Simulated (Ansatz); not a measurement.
# Be3N2 (R3m): a band-gap study from LDA to G0W0 at the band limit, part 2 of 3

Aim: a best estimate of the quasiparticle gap of Be3N2 (R3m), with each correction and its cost laid out.

Ansatz 0.2.0; density functionals, hybrids, G0W0, plane waves, PAW. Known limits of the many-body steps: not at the basis limit.

So far. Step 4 (HSE06): The gap stands +1.32 eV against LDA. Step 5 (PBE0): The gap stands +2.05 eV against LDA.

In doubt: masses and optical values from hybrid runs of this build are listed as unsure (step 11), which bears on the screening that GW takes from such a start.

### 6. Dielectric tensor

The response to a uniform field gives ε∞, a yardstick for the screening that GW builds on its mesh.

This step: dielectric response by perturbation theory, LDA, plane waves, PAW; PAW set soft_1.

input.yaml reads:

```yaml
crystal:
  lattice:
    - [1.4198050555, 0.819724831, 4.8662156628]
    - [-1.4198050555, 0.819724831, 4.8662156628]
    - [0.0, -1.639449662, 4.8662156628]
  atoms:
    - { symbol: Be, position: [0.85900108, 0.85900108, 0.85900108] }
    - { symbol: Be, position: [0.31769456, 0.31769456, 0.31769456] }
    - { symbol: Be, position: [0.08880677, 0.08880677, 0.08880677] }
    - { symbol: "N", position: [0.20416268, 0.20416268, 0.20416268] }
    - { symbol: "N", position: [0.70843491, 0.70843491, 0.70843491] }
kpoints:
  mp_grid: { grid: [8, 8, 8] }
hamiltonian:
  xc: lda
  pseudopotentials: { kind: paw, azcp: { folder: soft_1 }, xc_functional: pbe }
scf:
  occupations: { method: fixed }
dielectric: {}
```

Run with:

```bash
$ ansatz run input.yaml --threads 2 --pin off --max-ram 73728MiB --backend cuda --events-out ev --progress --plain --runs-dir out --devices 1 --max-vram 13GiB
```

Numbers of over 12 decimals in the logs are rounded to 6 here.

The program printed:

```text
GPUs: using 1 of 1 available (devices: 1).
[...]
GPU FFT provider: cuFFT
GPU libraries: cuBLAS 13.8.2, cuFFT 12.4.0, cuSOLVER 12.3.4
Crystal: 5 atoms, lattice volume = 33.981 Å³
Basis set: ecut = 420 eV, 671 PW (Γ), exchange–correlation on 72×72×72 points (8 copies of the dense FFT grid, shifted against one another)
Bands: 13, of which v1, the nominal top of the filled ones, is band 8 counted from 1 (7 counted from 0)
Symmetry: 6 space group operations
k-points: 150 of 512 (irreducible under 2 space group operations, time reversal used)
[...]
GPU buffer pool allocated for 46656 grid points (all kernels)
[...]
SCF iter   1: F=—  HF=-1020.105078 eV  |F-HF|=—  |Δ(HF+E_count)|=         —  Δρ=1.20e-1  dr2=5.70e0  ethr=3.10e-3  ⟨swp⟩=5.2  Hψ=10558  notcnv=0  defer=434
[...]
SCF iter  10: F=-1018.274542 eV  HF=-1018.274542 eV  |F-HF|=2.50e-11  |Δ(HF+E_count)|=  1.97e-10  Δρ=2.95e-7  dr2=3.36e-11  ethr=1.00e-12  ⟨swp⟩=8.0  Hψ=8295  notcnv=0
SCF 1 converged in 10 iterations: F = -1018.274542 eV  dr2 = 3.36e-11
[...]
the response reads at least the filled bands of the reference SCF and the lowest empty band at each k-point, and that SCF's band table does not vouch for those bands. The notice of the band table in this run's record says why
[...]
SCF converged after 10 iterations
Free energy (F): -1018.274542 eV
[...]
Internal energy: -1018.274542 eV  (E = F + TS)
E sigma→0 (E₀):  -1018.274542 eV
Fermi energy:    7.718127 eV
[...]
--- Band table (eV; the first three rows and the last of 150) ---
  k-point 0: bands = [... 4 lower, 6.5144, 7.2654, 7.7181, 7.7181, 13.8227, 15.4859, 15.8758, 15.8758, ... 1 higher]
  k-point 1: bands = [... 4 lower, 6.1750, 6.7336, 7.1579, 7.3228, 14.3544, 15.3978, 16.2984, 16.5791, ... 1 higher]
  k-point 2: bands = [... 4 lower, 4.8953, 5.4828, 6.5243, 6.6663, 14.4011, 15.1126, 17.2225, 17.8423, ... 1 higher]
  k-point 149: bands = [... 4 lower, 6.7338, 6.7338, 7.3745, 7.3745, 14.6998, 16.5010, 16.6383, 16.6383, ... 1 higher]
--- Dielectric response (ions clamped): 3 representative field directions + reference, inside a basis on a mesh of 512 k-points (Σ response iterations 15) ---
  ε∞ (high-frequency dielectric tensor):
        4.574138     0.000000     0.000000
        0.000000     4.574138     0.000000
        0.000000     0.000000     5.099536
  Born effective charges Z* (e; rows j = field, columns β = displacement):
    site 0:
         1.65752    0.00000   -0.00000
         0.00000    1.65752    0.00000
         0.00000    0.00000    1.57837
    site 1:
         1.70698    0.00000    0.00000
         0.00000    1.70698    0.00000
[...]
site 2:
[...]
site 3:
[...]
0.00000   -0.00000   -2.92497
    site 4:
        -2.89659    0.00000    0.00000
         0.00000   -2.89659   -0.00000
         0.00000   -0.00000   -2.45319
  Z* charge neutrality: 4.475e-3 e pre-enforcement
  solved inside a basis spanned on kpoints, on 8×8×8 k-points, its susceptibility summed on 12×12×12: ε∞ is read to err by 1.7e-2, Z* by 1.8e-2 e (field_mesh: kpoints solves on kpoints); Z* is corrected for what the basis lacks
```

Run time: 17 s. Hardware: 1 × NVIDIA H100 80GB HBM3 (shared by 6 runs) with 2 threads of AMD EPYC 7R13 (Zen 3), shared host; peak memory 1.2 GiB.

Numbers from this step:

```yaml
stated_error_of_eps_infinity: 0.017
```

One over ε∞ averages 0.21, somewhat under the quarter of exact exchange in PBE0.

High-frequency dielectric tensor:

```
4.57 0.00 0.00
0.00 4.57 0.00
0.00 0.00 5.10
```

### 7. G0W0, 8×8×8 mesh, 44 empty bands, screening to 69 eV, PAW set soft_1 files

G0W0 replaces the xc potential by the self-energy, built once from these orbitals. Only a window of levels is corrected, while the sums run over the empty bands that the input names. This step takes PAW set soft_1 files.

This step: G0W0 on LDA, plane waves, PAW; PAW set soft_1.

Edit input.yaml of step 6 so:

```diff
@@ -18,2 +18,7 @@
   occupations: { method: fixed }
-dielectric: {}
+gw:
+  n_empty_bands: 44
+  ecut_chi: 69
+  qp_bands: [v2, c2]
+  qp_kpoints: band_edges
+  screening: { model: contour_deformation }
```

The program printed:

```text
GPUs: using 1 of 1 available (devices: 1).
[...]
GPU FFT provider: cuFFT
GPU libraries: cuBLAS 13.8.2, cuFFT 12.4.0, cuSOLVER 12.3.4
Crystal: 5 atoms, lattice volume = 33.981 Å³
Basis set: ecut = 420 eV, 671 PW (Γ)
Bands: 13, of which v1, the nominal top of the filled ones, is band 8 counted from 1 (7 counted from 0)
Symmetry: 6 space group operations
[...]
k-points: 65 of 512 (time reversal used)
[...]
1    10     15.3978    -6.5783    -4.6967   -12.8198  0.8260    16.9619    16.9425  root
[...]
64     7      7.3745   -21.9219     3.6755   -17.9960  0.8014     7.1237     7.1241  root
    64     8      7.3745   -21.9219     3.6755   -17.9960  0.8014     7.1237     7.1241  root
    64     9     14.6998    -9.3031    -4.8351   -15.5510  0.8118    16.1303    16.1126  root
    64    10     16.5010    -9.0270    -5.0150   -15.5946  0.7980    18.0772    18.0535  root
[key lines of the parts left out:]
SCF converged after 9 iterations
Free energy (F): -1018.274541 eV
Fermi energy:    7.718131 eV
```

It took 47 s on 1 × NVIDIA H100 80GB HBM3 (shared by 6 runs) with 2 threads; peak memory 1 GiB.

Numbers from this step:

- bands summed: 52
- RPA ε∞ on this mesh (eigenvalues): 4.498, 4.498, 4.989
- plane waves in the screening matrix: 37
- G0W0 gap on the mesh: 3.863 eV
- k of the valence top: 0, 0, 0
- k of the conduction bottom: 0, -0.5, -0.5
- starting gap on the mesh: 2.703 eV
- least direct G0W0 gap on the computed points: 5.013 eV

The gap on the mesh goes from 2.70 eV to 3.86 eV, a correction of +1.16 eV. Between the two edge states, bare exchange in place of the xc potential would open the gap by 8.52 eV, and correlation takes back 7.36 eV.

### 8. G0W0, 8×8×8 mesh, 125 empty bands, screening to 138 eV, PAW set soft_1 files

Bands and screening cutoff are moved together, since each hides the error of the other.

Edit input.yaml of step 7 so:

```diff
@@ -19,4 +19,4 @@
 gw:
-  n_empty_bands: 44
-  ecut_chi: 69
+  n_empty_bands: 125
+  ecut_chi: 138
   qp_bands: [v2, c2]
```

The program printed:

```text
GPUs: using 1 of 1 available (devices: 1).
[...]
GPU FFT provider: cuFFT
GPU libraries: cuBLAS 13.8.2, cuFFT 12.4.0, cuSOLVER 12.3.4
Crystal: 5 atoms, lattice volume = 33.981 Å³
Basis set: ecut = 420 eV, 671 PW (Γ)
Bands: 13, of which v1, the nominal top of the filled ones, is band 8 counted from 1 (7 counted from 0)
Symmetry: 6 space group operations
[...]
k-points: 65 of 512 (time reversal used)
[...]
1    10     15.3978    -6.5783    -5.0160   -12.8198  0.8233    16.6350    16.6232  root
[...]
64     7      7.3745   -21.9219     3.1693   -17.9960  0.7956     6.6135     6.6179  root
    64     8      7.3745   -21.9219     3.1693   -17.9960  0.7956     6.6135     6.6179  root
    64     9     14.6998    -9.3031    -5.1497   -15.5510  0.8057    15.8083    15.7980  root
    64    10     16.5010    -9.0270    -5.3915   -15.5946  0.7921    17.6904    17.6771  root
[key lines of the parts left out:]
SCF converged after 9 iterations
Free energy (F): -1018.274541 eV
Fermi energy:    7.718131 eV
```

It took 52 s on 1 × NVIDIA H100 80GB HBM3 (shared by 6 runs) with 2 threads; peak memory 1.4 GiB; 81 s of CPU time.

This step gave:

```yaml
bands_summed: 133
rpa_eps_infinity_on_this_mesh_eigenvalues: 4.387, 4.387, 4.881
plane_waves_in_the_screening_matrix: 129
g0w0_gap_on_the_mesh: 4.183 eV
k_of_the_valence_top: 0, 0, 0
k_of_the_conduction_bottom: 0, -0.5, -0.5
starting_gap_on_the_mesh: 2.703 eV
least_direct_g0w0_gap_on_the_computed_points: 5.271 eV
```

Against the run with 8×8×8 mesh, 44 empty bands, screening to 69 eV, PAW set soft_1 files, the gap moves by +0.32 eV.

### 9. G0W0, 8×8×8 mesh, 269 empty bands, screening to 230 eV, PAW set soft_1 files

Edit input.yaml of step 8 so:

```diff
@@ -19,4 +19,4 @@
 gw:
-  n_empty_bands: 125
-  ecut_chi: 138
+  n_empty_bands: 269
+  ecut_chi: 230.0
   qp_bands: [v2, c2]
```

The program printed:

```text
GPUs: using 1 of 1 available (devices: 1).
[...]
GPU FFT provider: cuFFT
GPU libraries: cuBLAS 13.8.2, cuFFT 12.4.0, cuSOLVER 12.3.4
Crystal: 5 atoms, lattice volume = 33.981 Å³
Basis set: ecut = 420 eV, 671 PW (Γ)
Bands: 13, of which v1, the nominal top of the filled ones, is band 8 counted from 1 (7 counted from 0)
Symmetry: 6 space group operations
[...]
k-points: 65 of 512 (time reversal used)
[...]
GPU buffer pool allocated for 46656 grid points (all kernels)
[...]
SCF iter   1: F=—  HF=-1020.105092 eV  |F-HF|=—  |Δ(HF+E_count)|=         —  Δρ=1.20e-1  dr2=5.70e0  ethr=3.10e-3  ⟨swp⟩=5.2  Hψ=4572  notcnv=0  defer=186
[...]
SCF iter   9: F=-1018.274541 eV  HF=-1018.274541 eV  |F-HF|=4.97e-11  |Δ(HF+E_count)|=   5.21e-8  Δρ=3.13e-6  dr2=1.50e-9  ethr=6.25e-10  ⟨swp⟩=7.1  Hψ=3564  notcnv=0
SCF 1 converged in 9 iterations: F = -1018.274541 eV  dr2 = 1.50e-9
[...]
G₀W₀ screening: q 1/65
[... further progress lines ...]
[...]
SCF converged after 9 iterations
Free energy (F): -1018.274541 eV
[...]
Internal energy: -1018.274541 eV  (E = F + TS)
E sigma→0 (E₀):  -1018.274541 eV
Fermi energy:    7.718131 eV
[...]
--- Band table (eV; the first three rows and the last of 65) ---
  k-point 0: bands = [... 4 lower, 6.5144, 7.2654, 7.7181, 7.7181, 13.8227, 15.4859, 15.8758, 15.8758, ... 1 higher]
  k-point 1: bands = [... 4 lower, 6.1750, 6.7336, 7.1579, 7.3228, 14.3544, 15.3978, 16.2984, 16.5791, ... 1 higher]
  k-point 2: bands = [... 4 lower, 4.8953, 5.4828, 6.5243, 6.6663, 14.4011, 15.1126, 17.2225, 17.8423, ... 1 higher]
  k-point 64: bands = [... 4 lower, 6.7338, 6.7338, 7.3745, 7.3745, 14.6998, 16.5010, 16.6382, 16.6382, ... 1 higher]
[...]
0     7      7.7181   -22.1252     2.7577   -18.4144  0.7946     6.7585     6.7651  root
     0     8      7.7181   -22.1252     2.7577   -18.4144  0.7946     6.7585     6.7651  root
     0     9     13.8227    -9.6579    -4.9580   -15.3447  0.8098    14.5555    14.5516  root
     0    10     15.4859    -7.6129    -5.1512   -13.7984  0.8204    16.5282    16.5203  root
     1     7      7.1579   -21.5590     2.6704   -17.9727  0.7919     6.2359     6.2421  root
     1     8      7.3228   -21.8476     2.8545   -18.0074  0.7936     6.3296     6.3370  root
     1     9     14.3544    -9.5350    -5.0281   -15.3686  0.8071    15.1649    15.1599  root
     1    10     15.3978    -6.5783    -5.1308   -12.8198  0.8226    16.5180    16.5085  root
     4     7      4.7030   -20.6775     3.1560   -16.5162  0.7845     3.6879     3.6977  root
     4     8      5.6178   -21.3101     3.3764   -16.8076  0.7847     4.4788     4.4918  root
     4     9     13.1647    -7.3669    -4.6686   -12.8683  0.8234    14.0023    13.9976  root
     4    10     14.2580    -7.3378    -4.9096   -13.1920  0.8165    15.2100    15.2027  root
     5     7      7.2376   -21.6698     2.7137   -18.0230  0.7922     6.2980     6.3045  root
     5     8      7.4718   -21.9791     2.8057   -18.2073  0.7939     6.4988     6.5057  root
     5     9     14.3521    -9.3718    -5.0529   -15.2443  0.8078    15.1771    15.1718  root
     5    10     15.3807    -6.8355    -5.1204   -13.0296  0.8207    16.4635    16.4544  root
    11     7      6.4173   -21.2609     2.9882   -17.2471  0.7902     5.3827     5.3917  root
    11     8      7.2869   -21.7791     2.7209   -18.1316  0.7924     6.3539     6.3602  root
    11     9     15.0125    -8.9809    -5.1968   -15.0713  0.8025    15.9134    15.9061  root
    11    10     15.2395    -7.8635    -5.1489   -14.0594  0.8116    16.2957    16.2865  root
    12     7      6.9423   -21.4623     2.7506   -17.7706  0.7913     5.9943     6.0012  root
    12     8      6.9601   -21.7833     2.9271   -17.8596  0.7921     5.9557     5.9636  root
    12     9     13.6540    -7.6966    -4.8278   -13.4238  0.8189    14.5593    14.5534  root
    12    10     15.4109    -8.0151    -5.1298   -14.0473  0.8132    16.3200    16.3133  root
[...]
62     7      6.9144   -21.8119     3.0280   -17.7201  0.7912     5.8412     5.8506  root
    62     8      7.3306   -21.9671     2.8650   -18.1222  0.7931     6.3434     6.3508  root
    62     9     14.7546    -8.6444    -5.3183   -14.9385  0.8044    15.7388    15.7304  root
    62    10     16.0000    -7.8532    -5.3721   -14.2789  0.8046    17.0640    17.0536  root
    64     7      7.3745   -21.9219     2.9177   -17.9960  0.7934     6.3583     6.3663  root
    64     8      7.3745   -21.9219     2.9177   -17.9960  0.7934     6.3583     6.3663  root
    64     9     14.6998    -9.3031    -5.3345   -15.5510  0.8040    15.6201    15.6131  root
    64    10     16.5010    -9.0270    -5.5897   -15.5946  0.7903    17.4884    17.4789  root
```

It took 2.1 min on 1 × NVIDIA H100 80GB HBM3 (shared by 6 runs) with 2 threads; peak memory 2.1 GiB.

Numbers from this step:

```
bands summed                                 : 277
RPA ε∞ on this mesh (eigenvalues)            : 4.379, 4.379, 4.869
plane waves in the screening matrix          : 271
q-points in the mesh                         : 512
G0W0 gap on the mesh                         : 4.355 eV
k of the valence top                         : 0, 0, 0
k of the conduction bottom                   : 0, -0.5, -0.5
starting gap on the mesh                     : 2.703 eV
Z at the valence top                         : 0.7946
Z at the conduction bottom                   : 0.8370
least direct G0W0 gap on the computed points : 5.409 eV
```

Against the run with 8×8×8 mesh, 125 empty bands, screening to 138 eV, PAW set soft_1 files, the gap moves by +0.17 eV.

Limits: finite bands, cutoff and mesh. v1 is the top filled band, c1 the lowest empty one. The levels before and after the correction (eV, zero at the valence-band top of each column):

```
           conduction bottom  valence top
Kohn-Sham               2.70         0.00
     G0W0               4.35         0.00
```

```csv
,level,occupation,energy (eV)
Kohn-Sham,Γ v2-v1,2,0.000
Kohn-Sham,Γ c1,0,6.105
Kohn-Sham,Γ c2,0,7.768
Kohn-Sham,(0 -0.5 -0.5) v2,2,-1.345
Kohn-Sham,(0 -0.5 -0.5) v1,2,-1.063
Kohn-Sham,(0 -0.5 -0.5) c1,0,2.703
Kohn-Sham,(0 -0.5 -0.5) c2,0,7.591
G0W0,Γ v2-v1,2,0.000
G0W0,Γ c1,0,7.787
G0W0,Γ c2,0,9.755
G0W0,(0 -0.5 -0.5) v2,2,-1.426
G0W0,(0 -0.5 -0.5) v1,2,-1.054
G0W0,(0 -0.5 -0.5) c1,0,4.355
G0W0,(0 -0.5 -0.5) c2,0,9.514
```

The parts of the quasiparticle energy at the two band edges (eV; QP = start + Σx + Σc − Vxc):

```csv
run,edge,start,Σx,Σc,Vxc,Z,QP
52 bands,valence top,7.72,-22.13,3.56,-18.41,0.80,7.57
52 bands,conduction bottom,10.42,-6.81,-3.80,-11.62,0.84,11.43
133 bands,valence top,7.72,-22.13,3.02,-18.41,0.80,7.03
133 bands,conduction bottom,10.42,-6.81,-4.01,-11.62,0.84,11.21
277 bands,valence top,7.72,-22.13,2.76,-18.41,0.79,6.77
277 bands,conduction bottom,10.42,-6.81,-4.11,-11.62,0.84,11.12
```

### 10. G0W0@LDA, 6×6×6 mesh, 125 empty bands, screening to 138 eV, PAW set soft_1 files

Only the mesh changes. It samples the long-range screening, which converges on its own terms. Bands and cutoff differ from the step before, so it is read against an earlier run that matches them.

Edit input.yaml of step 9 so:

```diff
@@ -12,3 +12,3 @@
 kpoints:
-  mp_grid: { grid: [8, 8, 8] }
+  mp_grid: { grid: [6, 6, 6] }
 hamiltonian:
@@ -19,4 +19,4 @@
 gw:
-  n_empty_bands: 269
-  ecut_chi: 230.0
+  n_empty_bands: 125
+  ecut_chi: 138
   qp_bands: [v2, c2]
```

The program printed:

```text
GPUs: using 1 of 1 available (devices: 1).
[...]
GPU FFT provider: cuFFT
GPU libraries: cuBLAS 13.8.2, cuFFT 12.4.0, cuSOLVER 12.3.4
Crystal: 5 atoms, lattice volume = 33.981 Å³
Basis set: ecut = 420 eV, 671 PW (Γ)
Bands: 13, of which v1, the nominal top of the filled ones, is band 8 counted from 1 (7 counted from 0)
Symmetry: 6 space group operations
[...]
k-points: 32 of 216 (time reversal used)
[...]
1    10     15.1816    -6.9637    -4.9700   -13.1165  0.8209    16.3756    16.3644  root
[...]
31     7      7.3750   -21.9396     3.1863   -17.9962  0.7952     6.6134     6.6178  root
    31     8      7.3750   -21.9396     3.1863   -17.9962  0.7952     6.6134     6.6178  root
    31     9     14.7003    -9.2790    -5.1709   -15.5506  0.8054    15.8115    15.8011  root
    31    10     16.5015    -9.0186    -5.4018   -15.5941  0.7919    17.6897    17.6752  root
[key lines of the parts left out:]
SCF converged after 9 iterations
Free energy (F): -1018.272513 eV
Fermi energy:    7.718832 eV
```

Run time: 19 s. Hardware: 1 × NVIDIA H100 80GB HBM3 (shared by 6 runs) with 2 threads; peak memory 1.1 GiB.

This step gave:

* bands summed: 133
* RPA ε∞ on this mesh (eigenvalues): 4.437, 4.437, 4.885
* plane waves in the screening matrix: 129
* G0W0 gap on the mesh: 4.184 eV
* k of the valence top: 0, 0, 0
* k of the conduction bottom: 0, -0.5, -0.5
* starting gap on the mesh: 2.702 eV
* least direct G0W0 gap on the computed points: 5.270 eV

Against the run with 8×8×8 mesh, 125 empty bands, screening to 138 eV, PAW set soft_1 files, the gap moves by +0.001 eV.

### 11. G0W0@HSE06, 8×8×8 mesh, 125 empty bands, screening to 138 eV, PAW set soft_1 files

The same correction from a different start measures what one shot leaves open.

This step: G0W0 on HSE06, plane waves, PAW; PAW set soft_1.

Edit input.yaml of step 10 so:

```diff
@@ -12,6 +12,6 @@
 kpoints:
-  mp_grid: { grid: [6, 6, 6] }
+  mp_grid: { grid: [8, 8, 8] }
 hamiltonian:
-  xc: lda
-  pseudopotentials: { kind: paw, azcp: { folder: soft_1 }, xc_functional: pbe }
+  xc: hse06
+  pseudopotentials: { kind: paw, azcp: { folder: soft_1 } }
 scf:
```

The program printed:

```text
GPUs: using 1 of 1 available (devices: 1).
[...]
GPU FFT provider: cuFFT
GPU libraries: cuBLAS 13.8.2, cuFFT 12.4.0, cuSOLVER 12.3.4
Crystal: 5 atoms, lattice volume = 33.981 Å³
Basis set: ecut = 420 eV, 671 PW (Γ)
Bands: 13, of which v1, the nominal top of the filled ones, is band 8 counted from 1 (7 counted from 0)
Symmetry: 6 space group operations
[...]
k-points: 65 of 512 (time reversal used)
[...]
1     9     15.2009    -9.2172    -4.5270   -14.2978  0.8338    15.7563    15.7545  root
     1    10     16.4589    -6.4061    -4.6467   -11.6266  0.8454    17.0345    17.0327  root
[...]
64     7      6.6918   -21.9959     2.9163   -18.7728  0.8209     6.3845     6.3851  root
    64     8      6.6918   -21.9959     2.9163   -18.7728  0.8209     6.3845     6.3851  root
    64     9     15.6342    -9.0606    -4.7800   -14.4395  0.8309    16.2353    16.2331  root
    64    10     17.5871    -8.7144    -4.9559   -14.2452  0.8207    18.1645    18.1620  root
[key lines of the parts left out:]
Free energy (F): -1051.775430 eV
Fermi energy:    7.078761 eV
```

Wall time 2 min (1 × NVIDIA H100 80GB HBM3 (shared by 6 runs) with 2 threads); peak memory 2.2 GiB.

Numbers from this step:

| Quantity | Value |
| --- | --- |
| bands summed | 133 |
| RPA ε∞ on this mesh (eigenvalues) | 3.751, 3.751, 4.063 |
| plane waves in the screening matrix | 129 |
| G0W0 gap on the mesh | 4.691 eV |
| k of the valence top | 0, 0, 0 |
| k of the conduction bottom | 0, -0.5, -0.5 |
| starting gap on the mesh | 4.018 eV |
| least direct G0W0 gap on the computed points | 5.803 eV |

Against the run with 8×8×8 mesh, 125 empty bands, screening to 138 eV, PAW set soft_1 files on LDA, the gap moves by +0.51 eV, while the start moved by +1.32 eV.

[end of part 2 of 3]

[Paths, hosts, dates, memory and timing lines, banners, echoed tables and standing remarks are left out of the program output.]

[Logs are printed without paths, hosts, clocks, repeated set-up lines and the standing remarks that a program may print on its own settings, such as how far it seeks lower states.]

[Runs of the session that timed out or met a known fault of the program may be left out.]

[Cells called generated may have been cut or substituted from an entry of the Crystallography Open Database or the Materials Project.]

[Hosts, paths, dates, database ids (printed as entryN), source tags and the programs' standing remarks are cut or masked in the printed files.]
